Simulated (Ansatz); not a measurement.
# (SrO)3(MgS)1 [001] superlattice, started as rocksalt type: relaxing the cell for a phonon run

Aim: bring (SrO)3(MgS)1 [001] superlattice, started as rocksalt type to small forces and stress, as phonons need.

Calculated with Ansatz 0.2.0; DFT PBEsol, scalar-relativistic, plane waves, PAW.

Most raw output is cut from this account.

The structure was built from a prototype and need not be the compound's stable phase.

### 1. The starting structure

Symmetry: P4/mmm, No. 123, tetragonal system. Conventional cell: a = 3.656 Å, b = 3.656 Å, c = 10.340 Å, α = 90.00°, β = 90.00°, γ = 90.00°. Nearest to Mg lie 4 S at 2.58 Å and 2 O at 2.58 Å. Nearest to O lie 1 Mg at 2.58 Å and 5 Sr at 2.58 Å. Nearest to O lie 6 Sr at 2.58 Å. Nearest to S lie 4 Mg at 2.58 Å and 2 Sr at 2.58 Å. Nearest to Sr lie 5 O at 2.58 Å and 1 S at 2.58 Å. Nearest to Sr lie 6 O at 2.58 Å. Farther neighbours and most contacts between anions are not listed.

### 2. Probe on a coarse mesh

A quick single point on a coarse mesh tells whether the cell has a gap and how far it is from rest, which sets the k mesh and smearing that follow.

The input, input.yaml:

```yaml
crystal:
  lattice:
    - [2.585, 2.585, 0.0]
    - [-2.585, 2.585, 0.0]
    - [0.0, 0.0, 10.34]
  atoms:
    - { symbol: Mg, position: [0.5, 0.5, 0.75] }
    - { symbol: O, position: [0.5, 0.5, 0.0] }
    - { symbol: O, position: [1.0, 0.0, 0.25] }
    - { symbol: O, position: [0.5, 0.5, 0.5] }
    - { symbol: S, position: [1.0, 0.0, 0.75] }
    - { symbol: Sr, position: [0.0, 0.0, 0.0] }
    - { symbol: Sr, position: [0.5, 0.5, 0.25] }
    - { symbol: Sr, position: [0.0, 0.0, 0.5] }
kpoints:
  mp_grid: { grid: [6, 6, 2] }
hamiltonian:
  xc: pbesol
scf:
  occupations: { method: gaussian, width: 0.1 }
output:
  forces: true
  stress: true
  eigenvalues: true
```

Started as:

```console
$ ansatz run input.yaml --threads 8 --pin off --max-ram 14336MiB --backend cpu --events-out ev --progress --plain --runs-dir out
```

It took 2.3 s on 8 threads of Intel Xeon Platinum 8559C (Emerald Rapids), shared host; peak memory 0.62 GiB.

A gap read on the k-mesh alone can miss the band edges.

Numbers from this step:

```
pressure           : 0.7375 GPa
gap on the k-mesh  : 2.935 eV
volume per atom    : 17.27 Å³
direct gap on mesh : 2.961 eV
```

The coarse mesh shows a gap of 2.93 eV and a pressure of 0.7 GPa.

### 3. Coarse relaxation

A rough relaxation comes first, because large forces or stress need no tight tolerances yet.

Changes to input.yaml since step 2:

```diff
@@ -24 +24,6 @@
   eigenvalues: true
+relax:
+  adjacent_minimum: "off"
+  f_tol: 0.05
+  max_steps: 80
+  cell: { stress_tol: 0.5 }
```

Elapsed: 7 s, on 8 threads; peak memory 0.67 GiB.

The steps of the relaxation:

| step | energy less that of the first step (eV) | largest force component (eV/Å) | pressure (GPa) | volume (Å³) |
| --- | --- | --- | --- | --- |
| 1 | 0.0000 | 2.1170 | 0.74 | 138.19 |
| 2 | -0.1302 | 1.5743 | 0.03 | 137.75 |
| 3 | -0.3408 | 0.2269 | -0.25 | 138.53 |
| 4 | -0.3632 | 0.0710 | -0.08 | 138.60 |
| 5 | -0.3727 | 0.0213 | 0.01 | 138.87 |
| 6* | -0.3767 | 0.0213 | 0.05 | 138.87 |

Relaxation steps marked * repeat the geometry before them on a plane-wave basis chosen anew for their cell, so energy and pressure can jump there.

Forces are held to the 16 operations that the run works with; a distortion that breaks them can't arise in this run.

| conventional cell, symmetrised | before | after | change |
| --- | --- | --- | --- |
| a (Å) | 3.656 | 3.597 | -1.6 % |
| b (Å) | 3.656 | 3.597 | -1.6 % |
| c (Å) | 10.340 | 10.733 | +3.8 % |
| volume (Å³/atom) | 17.27 | 17.36 | +0.5 % |

The atoms that moved most (Å, as changes of fractional coordinates times the final cell):

| atom | dx | dy | dz | length |
| --- | --- | --- | --- | --- |
| Sr8 | 0.000 | 0.000 | -0.148 | 0.148 |
| Sr6 | 0.000 | 0.000 | 0.148 | 0.148 |
| O4 | 0.000 | 0.000 | -0.090 | 0.090 |
| O2 | 0.000 | 0.000 | 0.090 | 0.090 |

This step gave:

```yaml
pressure: 0.05188 GPa
gap_on_the_k_mesh: 2.781 eV
volume_per_atom: 17.36 Å³
direct_gap_on_mesh: 2.940 eV
```

In this step the volume went from 17.27 to 17.36 Å³/atom.

### 4. Relaxation

Harmonic phonons are second derivatives at a point where the forces vanish, and they are wanted at zero stress, so atoms and cell are relaxed first.

The input, input.yaml:

```yaml
crystal:
  lattice:
    - [2.5435022992, 2.5435022992, 0.0]
    - [-2.5435022992, 2.5435022992, 0.0]
    - [0.0, 0.0, 10.7329904481]
  atoms:
    - { symbol: Mg, position: [0.5, 0.5, 0.75] }
    - { symbol: O, position: [0.5, 0.5, 0.0083532895] }
    - { symbol: O, position: [1.0, 0.0, 0.25] }
    - { symbol: O, position: [0.5, 0.5, 0.4916467105] }
    - { symbol: S, position: [1.0, 0.0, 0.75] }
    - { symbol: Sr, position: [0.0, 0.0, 0.0137708617] }
    - { symbol: Sr, position: [0.5, 0.5, 0.25] }
    - { symbol: Sr, position: [0.0, 0.0, 0.4862291383] }
kpoints:
  mp_grid: { grid: [6, 6, 2] }
hamiltonian:
  xc: pbesol
scf:
  occupations: { method: gaussian, width: 0.02 }
output:
  forces: true
  stress: true
  eigenvalues: true
  write_density: true
  write_potential: true
  elf: true
  volumetric_format: npy
relax:
  adjacent_minimum: "off"
  f_tol: 0.005
  max_steps: 80
  cell: { stress_tol: 0.05 }
```

The job ended after 7.5 s (8 threads; peak memory 0.68 GiB).

The steps of the relaxation:

| step | energy less that of the first step (eV) | largest force component (eV/Å) | pressure (GPa) | volume (Å³) |
| --- | --- | --- | --- | --- |
| 1 | 0.0000 | 0.0213 | 0.05 | 138.87 |
| 2 | 0.0003 | 0.0509 | -0.07 | 139.19 |
| 3 | 0.0009 | 0.0568 | -0.14 | 139.36 |
| 4 | -0.0001 | 0.0006 | 0.00 | 139.08 |
| 5* | -0.0004 | 0.0006 | 0.00 | 139.08 |

Relaxation steps marked * repeat the geometry before them on a plane-wave basis chosen anew for their cell, so energy and pressure can jump there. Relaxation step 3 was tried and not accepted.

Forces are held to the 16 operations that the run works with; a distortion that breaks them can't arise in this run.

| conventional cell, symmetrised | before | after | change |
| --- | --- | --- | --- |
| a (Å) | 3.597 | 3.595 | -0.1 % |
| b (Å) | 3.597 | 3.595 | -0.1 % |
| c (Å) | 10.733 | 10.762 | +0.3 % |
| volume (Å³/atom) | 17.36 | 17.38 | +0.1 % |

This step gave:

* pressure: -3.33e-4 GPa
* gap on the k-mesh: 2.733 eV
* volume per atom: 17.38 Å³
* direct gap on mesh: 2.889 eV

Electrostatic potential energy in the ac plane at fractional y = 0.000, with atoms of O and S and Sr within 0.2 Å of it. With pseudopotentials it is smooth inside the atoms' cores, unlike the true potential.

Ten even steps from '0' (-111 eV) to '9' (12 eV), each cell a mean:
```
23589999999752
88899999999988
99999999999999
99999999999999
77899999999977
76689999999767
66789999999876
88999999999988
99999999999999
99999999999999
56899999999876
00479999998630
00379999998620
45789999999865
89999999999999
99999999999999
78999999999998
56799999999976
66899999999986
99999999999999
99999999999999
78899999999987
12589999999742
00279999998610
```
Columns run along a (3.6 Å; values clipped at the 3rd and 97th percentile), rows up along c (10.8 Å). Atoms in or near the plane, at fractional coordinates: O at (0.00, 0.25), S at (0.00, 0.75), Sr at (0.00, 0.01), Sr at (0.00, 0.49).

ELF in the ac plane at fractional y = 0.000, with atoms of O and S and Sr within 0.2 Å of it. It is the smooth field of the valence electrons, not physical close to the nuclei.

Ten even steps from '0' (0.02) to '9' (0.85), each cell a mean:
```
78984000005998
77530000001367
22110000000122
98875210136788
89998521268998
03799621379972
35898621369985
99997410258999
65543100013456
33200000000123
99862000002689
36995100016995
15995100017984
99972000004899
44310000000134
44321000001334
99975200025899
47996200037996
78986200036998
88763100014678
21100000000111
87631000001467
68994000015997
04896100017982
```
Columns run along a (3.6 Å), rows up along c (10.8 Å). Atoms in or near the plane, at fractional coordinates: O at (0.00, 0.25), S at (0.00, 0.75), Sr at (0.00, 0.01), Sr at (0.00, 0.49).

Valence density in the ac plane at fractional y = 0.000, with atoms of O and S and Sr within 0.2 Å of it. It is the smooth field of the valence electrons, not physical close to the nuclei.

Ten even steps from '0' (0.0 e/Å³) to '9' (6.6 e/Å³), each cell a mean:
```
33210000000123
11000000000001
00000000000000
00000000000000
11100000000011
01110000000110
11110000000111
11000000000011
00000000000000
00000000000000
22100000000012
33310000000233
23310000000233
32100000000122
00000000000000
00000000000000
32100000000012
97310000000148
75200000000136
11000000000001
00000000000000
11000000000001
33210000000133
23310000000233
```
Columns run along a (3.6 Å), rows up along c (10.8 Å). Atoms in or near the plane, at fractional coordinates: O at (0.00, 0.25), S at (0.00, 0.75), Sr at (0.00, 0.01), Sr at (0.00, 0.49).

In this step the volume went from 17.36 to 17.38 Å³/atom.

### 5. Relaxing to small forces for the phonons

Phonons need a cell at rest on their own settings, so the relaxation is repeated with tight tolerances on forces and stress, using the mesh and the filling of the phonon run that follows.

The input, input.yaml:

```yaml
crystal:
  lattice:
    - [2.5420180968, 2.5420180968, 0.0]
    - [-2.5420180968, 2.5420180968, 0.0]
    - [0.0, 0.0, 10.7616019168]
  atoms:
    - { symbol: Mg, position: [0.5, 0.5, 0.75] }
    - { symbol: O, position: [0.5, 0.5, 0.0091390171] }
    - { symbol: O, position: [1.0, 0.0, 0.25] }
    - { symbol: O, position: [0.5, 0.5, 0.4908609829] }
    - { symbol: S, position: [1.0, 0.0, 0.75] }
    - { symbol: Sr, position: [0.0, 0.0, 0.0138986372] }
    - { symbol: Sr, position: [0.5, 0.5, 0.25] }
    - { symbol: Sr, position: [0.0, 0.0, 0.4861013628] }
kpoints:
  mp_grid: { grid: [8, 8, 2] }
hamiltonian:
  xc: pbesol
scf:
  occupations: { method: fixed }
output:
  forces: true
  stress: true
  eigenvalues: true
relax:
  adjacent_minimum: "off"
  f_tol: 0.001
  max_steps: 60
  cell: { stress_tol: 0.01 }
```

Elapsed: 4.7 s, on 8 threads; peak memory 0.69 GiB; 22 s of CPU time.

Little changed from the start: no atom moved by 0.005 Å and no cell edge by 0.1 %.

Numbers from this step:

- pressure: -0.003439 GPa
- direct gap on mesh: 2.888 eV

The largest force component left is 0.51 meV/Å and the pressure is -0.003 GPa, within the tolerances set. The cell now holds 17.38 Å³/atom.

### 6. Summary of results

* space group after relaxation (within 0.01 Å): P4/mmm
* lattice constant a: 3.595 Å
* lattice constant b: 3.595 Å
* lattice constant c: 10.762 Å
* volume per atom: 17.4 Å³
* gap on the k-mesh: 2.73 eV

What this shows: The largest force component left is 0.51 meV/Å and the pressure is -0.003 GPa, within the tolerances set. The cell now holds 17.38 Å³/atom. The relaxation keeps the symmetry of its start, so it says nothing on stability against lower symmetry. The starting cell was built on a prototype and not taken from a measurement, so the phase need not exist.

[Logs are printed without paths, hosts, clocks, repeated set-up lines and the standing remarks that a program may print on its own settings, such as how far it seeks lower states.]

[Hosts, paths, dates, database ids (printed as entryN), source tags and the programs' standing remarks are cut or masked in the printed files.]
